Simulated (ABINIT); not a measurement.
### SnSe2 (P-3m1): one start, several treatments of the self-energy

Symmetry: P-3m1, No. 164, trigonal system. Conventional cell: a = 3.811 Å, b = 3.811 Å, c = 6.136 Å, α = 90.00°, β = 90.00°, γ = 120.00°. Nearest to Sn lie 6 Se at 2.68 Å. Se has 3 Sn at 2.68 Å nearest. Farther neighbours, and contacts between anions beyond the nearest, are not listed.

```xyz
3
Lattice="3.8110 0.0000 0.0000 -1.9055 3.3004 0.0000 0.0000 0.0000 6.1360" Properties=species:S:1:pos:R:3 pbc="T T T"
Sn    0.0000    0.0000    0.0000
Se    0.0000    2.2003    1.5279
Se    1.9055    1.1001    4.6081
```

- method: RPA screening on PBE, plane waves, norm-conserving pseudopotentials (and 3 further levels or steps)
- program: ABINIT 10.8.3
- settings: cutoff 48 Ha, PseudoDojo scalar-relativistic 0.4 stringent, norm-conserving, potential set dojo-sr-pbe-0.4-stringent, ngkpt (3, 3, 2), nband 265, ecuteps 7 Ha, gwcalctyp 1, nfreqim 16, inclvkb 2, shiftk (0, 0, 0), symchi 1, awtr 1, frequency ac, 3×3×2 k-mesh
- notes: The program’s warnings: nproc spkpt=  >= nkpt= * nsppol=. The cell and positions come from the Crystallography Open Database and are kept as given unless a step says otherwise. Limits: no spin-orbit coupling. The 3×3×2 mesh is coarse for this cell, which bears on the long-range parts of exchange and screening.
- G0W0, Godby-Needs plasmon pole: 1.700 eV
- G0W0, Hybertsen-Louie plasmon pole: 1.801 eV
- G0W0, von der Linden-Horsch plasmon pole: 1.793 eV
- G0W0, Engel-Farid plasmon pole: 1.660 eV
- one-shot Hartree-Fock: 6.977 eV
- G0W0, contour deformation: 1.631 eV
- G0W0, analytic continuation: 1.382 eV
- known limits: short of the basis limit; no spin-orbit coupling; coarse k mesh

G0W0, Hybertsen-Louie plasmon pole: +0.101 eV against G0W0, Godby-Needs plasmon pole. G0W0, von der Linden-Horsch plasmon pole: +0.093 eV against G0W0, Godby-Needs plasmon pole.

[Long decimals in the printed logs are rounded to 6 places.]

[Logs are printed without paths, hosts, clocks, repeated set-up lines and the standing remarks that a program may print on its own settings, such as how far it seeks lower states.]

[Paths, hosts, dates, memory and timing lines, banners, echoed tables and standing remarks are left out of the program output; an Ansatz launch command may be rebuilt from the run's recorded settings. Measured values are a selection of at most five: reports struck by readers or far from the other reports are left out. None is set beside runs whose start may be inverted or whose files or cutoffs have a known fault.]

[Runs of the session that timed out or met a known fault of the program may be left out.]

[Hosts, paths, dates, database ids (printed as entryN), source tags and the programs' standing remarks are cut or masked in the printed files.]

[G0W0 gaps are taken among the corrected bands and points alone; a level outside them can change the order at an edge.]

[Where Ansatz stands beside ABINIT at settings called matched, ABINIT's density can come from a denser mesh and the files from another edition; pairs whose starting gaps differed by over 0.03 eV were left out, so agreement reads better than it is.]
